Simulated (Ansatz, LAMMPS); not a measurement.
**Amorphous polyisobutylene (as short chains C18H38), from a frame at 500 K (224 atoms): geometry optimisation**

Wanted: the relaxed structure of amorphous polyisobutylene (as short chains C18H38), from a frame at 500 K (224 atoms) and its electronic structure.

Main program and level: Ansatz 0.2.0; Kohn-Sham DFT, PBE+D4, PAW (set soft_2), plane waves.

## 1. Set-up

The cell holds 224 atoms: 72 C and 152 H. Its edges and angles: a = 12.952 Å, b = 12.952 Å, c = 12.952 Å, α = 90.0°, β = 90.0°, γ = 90.0°. 4 polyisobutylene chains of 4 units with methyl end groups placed at random, at 0.778 g/cm³; overlaps pushed apart, then 20 ps at 800 K with MMFF94 bonds, angles, torsions, charges and radii (Halgren, J. Comput. Chem. 17, 490 (1996)) in harmonic and 12-6 forms. Snapshot after 30 ps at 500 K and fixed volume.

Limits known from the start: The network of contacts between molecules at the start is that of the classical potential that made the cell. The density was typed from a rule of thumb and may lie off the real one at this temperature. Sampling is at Γ alone, for a cell whose shortest periodic width is 13 Å.

## 2. Making the structure

A classical potential supplies the starting structure, since it reaches far longer times than DFT.

This step: classical MD, MMFF94 bonds, angles, torsions, charges and radii (Halgren, J. Comput. Chem. 17, 490 (1996)) in harmonic and 12-6 forms; charges of ions scaled by 0.8 (LAMMPS 22 Jul 2025 - Update 4).

File in.lmp:

```
# amorphous polyisobutylene
units real
atom_style full
boundary p p p
bond_style harmonic
angle_style harmonic
dihedral_style opls
improper_style harmonic
special_bonds lj 0 0 0.5 coul 0 0 0.75
read_data data.lmp
neigh_modify delay 0 every 1 check yes one 4000
comm_modify cutoff 12.0
timestep 0.5
thermo_style custom step time temp pe press density
thermo_modify norm yes
# push overlapping molecules apart
pair_style soft 2.6
pair_coeff * * 0.0
variable a equal ramp(1,60)
fix ad all adapt 1 pair soft a * * v_a
velocity all create 800 706860 mom yes dist gaussian
fix lim all nve/limit 0.03
fix lan all langevin 800 800 50 706861 zero yes
thermo 1000
run 3000 post no
unfix ad
pair_style lj/cut 9.0
pair_modify mix arithmetic tail yes
pair_coeff 1 1 0.0678 3.3680   # C
pair_coeff 2 2 0.0216 2.5400   # H
thermo 100
minimize 1e-5 1e-3 300 3000
reset_timestep 0
velocity all create 800 706862 mom yes dist gaussian
# [... 13 lines left out ...]
compute msd all msd com yes
thermo 7500
fix md all nvt temp 500 500 100
run 30000 post no
print "== T500: mean square displacement over the hold $(c_msd[4]:%.2f) A^2"
unfix md
uncompute msd
write_dump all custom T500.dump id type xs ys zs modify sort id
```

Run with:

```console
$ lmp -in in.lmp -log none -nocite
```

Numbers of over 12 decimals in the logs are rounded to 6 here.

Log:

```text
LAMMPS (22 Jul 2025 - Update 4)
Reading data file ...
  orthogonal box = (0 0 0) to (12.9521 12.9521 12.9521)
  224 atoms
  orthogonal box = (0 0 0) to (12.9521 12.9521 12.9521)
  220 bonds
  432 angles
  612 dihedrals
   Step          Time           Temp          PotEng         Press         Density
         0   0              800            1.273029      -17314.697      0.77800016
      1000   500            592.80076      3.8423814      29716.752      0.77800016
      2000   1000           617.25859      3.9498964      37467.301      0.77800016
      3000   1500           619.98051      4.0130947      42342.1        0.77800016
Loop time of 1.48745 s on 1 MPI rank(s) for 3000 steps with 224 atoms
   Step          Time           Temp          PotEng         Press         Density
      3000   1500           619.98051      2.6796132     -16061.2        0.77800016
      3100   1550           619.98051      0.58419061     8132.4726      0.77800016
[... 12 lines left out ...]
      2000   1000           544.18765      2.4302653      3980.2256      0.77800016
Loop time of 1.89035 s on 1 MPI rank(s) for 2000 steps with 224 atoms
   Step          Time           Temp          PotEng         Press         Density
      2000   1000           544.18765      2.4302653      3980.2256      0.77800016
[... 5 lines left out ...]
Loop time of 20.9516 s on 1 MPI rank(s) for 20000 steps with 224 atoms
   Step          Time           Temp          PotEng         Press         Density
[... 4 lines left out ...]
Loop time of 20.0756 s on 1 MPI rank(s) for 20000 steps with 224 atoms
   Step          Time           Temp          PotEng         Press         Density
[... 2 lines left out ...]
     52500   51500          475.27049      2.0550402     -3776.2722      0.77800016
     60000   59000          545.04299      2.0524776      2446.0025      0.77800016
     67500   66500          437.11242      2.1685939      2350.0228      0.77800016
     72000   71000          552.53194      2.035876       4927.8368      0.77800016
Loop time of 32.9796 s on 1 MPI rank(s) for 30000 steps with 224 atoms
== T500: mean square displacement over the hold 11.61 A^2
```

Wall time 78 s (1 thread of Intel Xeon Platinum 8259CL at 2.50GHz (Skylake/Cascade Lake), shared host); peak memory 0.12 GiB.

The input also reads data.lmp (atoms, bonds and types; not printed here).

## 3. Single point at the start

A single point comes first, to see the forces before anything moves.

File input.yaml:

```yaml
crystal:
  lattice:
    - [12.9521, 0.0, 0.0]
    - [0.0, 12.9521, 0.0]
    - [0.0, 0.0, 12.9521]
  atoms:
    - { symbol: C, position: [0.96348, 0.19985, 0.53373] }
    - { symbol: C, position: [0.8541, 0.24861, 0.51447] }
    - { symbol: C, position: [0.83476, 0.34992, 0.57074] }
    - { symbol: C, position: [0.91146, 0.43485, 0.53405] }
    - { symbol: C, position: [0.85874, 0.35176, 0.68457] }
    - { symbol: C, position: [0.72932, 0.4021, 0.54022] }
    - { symbol: C, position: [0.62693, 0.34133, 0.55227] }
    - { symbol: C, position: [0.60186, 0.26692, 0.46307] }
    - { symbol: C, position: [0.63118, 0.26616, 0.64857] }
    - { symbol: C, position: [0.54114, 0.42532, 0.56095] }
    - { symbol: C, position: [0.42585, 0.39541, 0.57739] }
    - { symbol: C, position: [0.39409, 0.28091, 0.54206] }
    - { symbol: C, position: [0.395, 0.40032, 0.69034] }
    - { symbol: C, position: [0.3612, 0.47925, 0.52057] }
    - { symbol: C, position: [0.24217, 0.47705, 0.51386] }
    - { symbol: C, position: [0.21188, 0.56111, 0.43909] }
    - { symbol: C, position: [0.19768, 0.49585, 0.61725] }
    - { symbol: C, position: [0.20088, 0.37642, 0.46606] }
    - { symbol: H, position: [0.99072, 0.17638, 0.45312] }
    - { symbol: H, position: [0.94953, 0.12587, 0.58156] }
    - { symbol: H, position: [0.02275, 0.24865, 0.57032] }
    - { symbol: H, position: [0.79412, 0.18873, 0.52282] }
    - { symbol: H, position: [0.8367, 0.26755, 0.43509] }
    - { symbol: H, position: [0.99414, 0.41532, 0.54218] }
    - { symbol: H, position: [0.90352, 0.50459, 0.56913] }
    - { symbol: H, position: [0.89035, 0.45781, 0.45972] }
    - { symbol: H, position: [0.85683, 0.42754, 0.71996] }
    - { symbol: H, position: [0.93708, 0.32189, 0.70459] }
    - { symbol: H, position: [0.80396, 0.29786, 0.72217] }
    - { symbol: H, position: [0.72625, 0.46566, 0.59506] }
    - { symbol: H, position: [0.7203, 0.44977, 0.46484] }
    - { symbol: H, position: [0.54694, 0.3027, 0.41733] }
    [... 186 atom lines left out ...]
    - { symbol: H, position: [0.38061, 0.56405, 0.12681] }
    - { symbol: H, position: [0.4522, 0.47923, 0.1909] }
    - { symbol: H, position: [0.40394, 0.43642, 0.0698] }
    - { symbol: H, position: [0.54981, 0.39782, 0.98454] }
    - { symbol: H, position: [0.62158, 0.42118, 0.08342] }
    - { symbol: H, position: [0.64703, 0.47841, 0.95592] }
kpoints:
  mp_grid: { grid: [1, 1, 1] }
hamiltonian:
  xc: pbe
  dispersion: d4
scf:
  occupations: { method: fixed }
output:
  forces: true
  stress: true
  populations: true
  dos:
    method: { smearing: { sigma: 0.1 } }
    de: 0.1
    projected: { site_lists: { C: [C], H: [H] } }
  eigenvalues: true
```

Run with:

```console
$ ansatz run input.yaml --threads 4 --pin off --max-ram 8192MiB --backend cpu --events-out ev --progress --plain --runs-dir out
```

Log:

```text
Engine: ansatz 0.2.0, x86_64-unknown-linux-gnu
Pseudopotentials: kind: paw
Pseudopotential: C, paw, valence charge 4, recommended cutoff 420 eV (normal), C.paw.azcp
Pseudopotential: H, paw, valence charge 1, recommended cutoff 420 eV (normal), H.paw.azcp
[... 5 lines on functional and potentials left out ...]
Crystal: 224 atoms, lattice volume = 2172.804 Å³
Basis set: ecut = 420 eV, 42499 PW (Γ), exchange–correlation on 180×180×180 points (8 copies of the dense FFT grid, shifted against one another)
Bands: 444, of which v1, the nominal top of the filled ones, is band 220 counted from 1 (219 counted from 0)
Symmetry: 1 space group operations
Space group: P1 (ITA 1), of the structure as read, at distance tolerance 1.3e-4 Å
k-points: 1
[... 5 lines on functional and potentials left out ...]
Initial density: superposition of atomic densities (neutral atoms: chi_scale 0, normalization atom), corrected by the library's trained network
Initial wavefunctions: pseudopotential atomic-orbital guess
Functional: x = pbe(κ = 0.804, μ = 0.219515), c = pbe(β = 0.066725)
SCF iter   1: F=—  HF=-20512.158429 eV  |F-HF|=—  |Δ(HF+E_count)|=         —  Δρ=4.27e-3  dr2=4.27e-1  ethr=1.77e-3  ⟨swp⟩=4.0  Hψ=1534  notcnv=0  defer=220
preconditioner: auto → Resta (q_TF=auto, 2.091 Å⁻¹)  ε∞=2.2  [insulator: Δε(μ)=4.874 eV  Ē_g=15.443 eV  n_scr=340 (ndim 8)  ℏωp=16.7 eV  f_vac=0.276  ε∞_Penn≈2.2]
SCF iter   2: F=—  HF=-20512.145402 eV  |F-HF|=—  |Δ(HF+E_count)|=   1.30e-2  Δρ=1.83e-3  dr2=8.69e-2  ethr=9.70e-5  ⟨swp⟩=3.0  Hψ=734  notcnv=0  defer=221
SCF iter   3: F=—  HF=-20512.179515 eV  |F-HF|=—  |Δ(HF+E_count)|=   3.41e-2  Δρ=6.46e-4  dr2=1.30e-2  ethr=1.98e-5  ⟨swp⟩=4.0  Hψ=448  notcnv=0  defer=222
SCF iter   4: F=—  HF=-20512.185015 eV  |F-HF|=—  |Δ(HF+E_count)|=   5.50e-3  Δρ=1.70e-4  dr2=9.84e-4  ethr=2.95e-6  ⟨swp⟩=3.0  Hψ=400  notcnv=0  defer=222
SCF iter   5: F=—  HF=-20512.185252 eV  |F-HF|=—  |Δ(HF+E_count)|=   2.37e-4  Δρ=6.67e-5  dr2=1.38e-4  ethr=2.24e-7  ⟨swp⟩=3.0  Hψ=447  notcnv=0  defer=222
SCF iter   6: F=—  HF=-20512.185207 eV  |F-HF|=—  |Δ(HF+E_count)|=   4.56e-5  Δρ=1.79e-5  dr2=8.33e-6  ethr=3.15e-8  ⟨swp⟩=2.0  Hψ=446  notcnv=0  defer=222
SCF iter   7: F=—  HF=-20512.185259 eV  |F-HF|=—  |Δ(HF+E_count)|=   5.25e-5  Δρ=5.24e-6  dr2=8.20e-7  ethr=1.89e-9  ⟨swp⟩=2.0  Hψ=659  notcnv=0  defer=221
SCF iter   8: F=—  HF=-20512.185259 eV  |F-HF|=—  |Δ(HF+E_count)|=   3.20e-7  Δρ=2.01e-6  dr2=1.27e-7  ethr=2.27e-11  ⟨swp⟩=18.0  Hψ=3532  notcnv=0
SCF iter   9: F=-20512.185259 eV  HF=-20512.185259 eV  |F-HF|=3.08e-9  |Δ(HF+E_count)|=   4.09e-8  Δρ=5.02e-7  dr2=8.55e-9  ethr=2.27e-11  ⟨swp⟩=5.0  Hψ=1558  notcnv=0
SCF 1 converged in 9 iterations: F = -20512.185259 eV  dr2 = 8.55e-9
  greatest PAW one-centre occupation: 0.685 electrons in one spin orbital (limit 2), on the C atom at site 176 (counted from 0), in its partial waves of l = 0
SCF converged after 9 iterations
Free energy (F): -20512.185259 eV
Harris-Foulkes:  -20512.185259 eV  (|F-HF|=3.08e-9)
Internal energy: -20512.185259 eV  (E = F + TS)
E sigma→0 (E₀):  -20512.185259 eV
Fermi energy:    -1.880347 eV
--- Per-component energies (eV) ---
  E_band       = -3213.206662
  E_kinetic    = 8765.646263
  E_local      = -31770.011196  (includes V_loc(G=0)·N_el)
  E_nonlocal   = 2211.981226
  E_hartree    = 12144.670415
  E_xc         = -4873.439713
  E_vxc        = -6106.496233  (∫ρ·V_xc dr)
  E_paw        = -7244.164801  (= ΣΔE_a)
  E_vpaw       = -603.452496  (= ΣTr[D̂ρ^β])
  E_aug_tail   = -0.213160  (compensation charges beyond the density's cutoff)
  E_ewald      = 263.320273
  E_disp       = -9.974566  (pairwise vdW)
  E_smearing   = -0.000000  (= −TS)
  E_closure    = -0.000000  (closes the sum)
  Σ components = -20512.185259   (vs F -20512.185259, Δ=0.00e0)
--- Forces (eV/Å), atoms counted from 1 ---
  atom   1  C     -1.06092608    -1.58392678    -1.09899917
  atom   2  C      0.52067336    -0.02253146     0.40245739
  atom   3  C      0.61992423     2.23810167    -1.10359190
  atom   4  C      1.03673751    -2.79117737    -0.91443768
  atom   5  C     -0.54123292    -2.11498225     1.30707567
  atom   6  C     -0.82008323     0.22751844     0.10056347
  atom   7  C      0.32910117    -1.71929647     0.84218767
  atom   8  C      2.00928737    -2.67172457     0.37216362
  atom   9  C      0.68514083     1.00422481     0.27448171
  atom  10  C     -0.20504943    -1.69936975     0.74843242
  atom  11  C     -1.53864673    -0.79570408     0.61656546
  atom  12  C     -0.51810203     0.35841632     0.53104132
  atom  13  C      2.76436759    -3.69117712     0.97108477
  atom  14  C      0.52388898     0.13514266    -2.51760218
[...]
atom 223  H      0.11812725     0.82575061    -0.31757917
  atom 224  H     -0.25117487    -0.15015621     0.70339508
  max |Σ_I F_I| component: 4.74e-5 eV/Å
--- Stress (GPa, compression-positive) ---
        1.680430      -0.011843      -1.096141
       -0.011843       2.423069       0.409961
       -1.096141       0.409961       3.729547
  P = ⅓ Tr σ = 2.6110 GPa (26.110 kbar)
--- Band table (eV) ---
  k-point 0: bands = ["-16.8338", "-16.7631", "-16.7491", "-16.7300", [... 428 levels ...], "11.0917", "11.1360", "11.1615", "11.1719", "11.2150", "11.2347", "11.2552", "11.2734", "11.3116", "11.3409", "11.3711", "11.3818"]
--- Löwdin populations: 224 sites ---
  site symbol       q [e]
     0      C      4.4313
     1      C      4.2722
     2      C      3.9131
[...]
223      H      0.8357
  spilling = 0.011104 (of n_electrons = 440.000000)
```

It took 59 s on 4 threads of Intel Xeon Platinum 8259CL at 2.50GHz (Skylake/Cascade Lake), shared host; peak memory 2.9 GiB.

Numbers from this run:

```yaml
free_energy: -20512.1853 eV
free_energy_per_atom: -91.5723 eV/atom
scf_cycles: 9
pressure: 2.611 GPa
r_m_s_force_component: 1.086 eV/Å
longest_force: 4.731 eV/Å
fermi_energy: -1.88 eV
spacing_of_highest_filled_and_lowest_empty_level: 4.872 eV
spilling_of_the_projection: 0.0111
```

The r.m.s. force component of 1.1 eV/Å and the pressure of 2.6 GPa set the starting point.

Length of the force by element:

```
element  coordination  atoms  mean length of the force (eV/Å)  spread  least  most
      C           all     72                             2.26   0.916  0.658  4.73
      H           all    152                             1.31   0.816  0.256  4.38
```

(Continued in part 2 of 3.)

[Logs are printed without paths, hosts, clocks, repeated set-up lines and the standing remarks that a program may print on its own settings, such as how far it seeks lower states.]

[Hosts, paths, dates, database ids (printed as entryN), source tags and the programs' standing remarks are cut or masked in the printed files.]

[The MMFF94 radii named for the starting cell were scaled by 0.96; in molecules described by MMFF94, hydrogen bound to N, O or S took a small fixed 12-6 site in their place.]
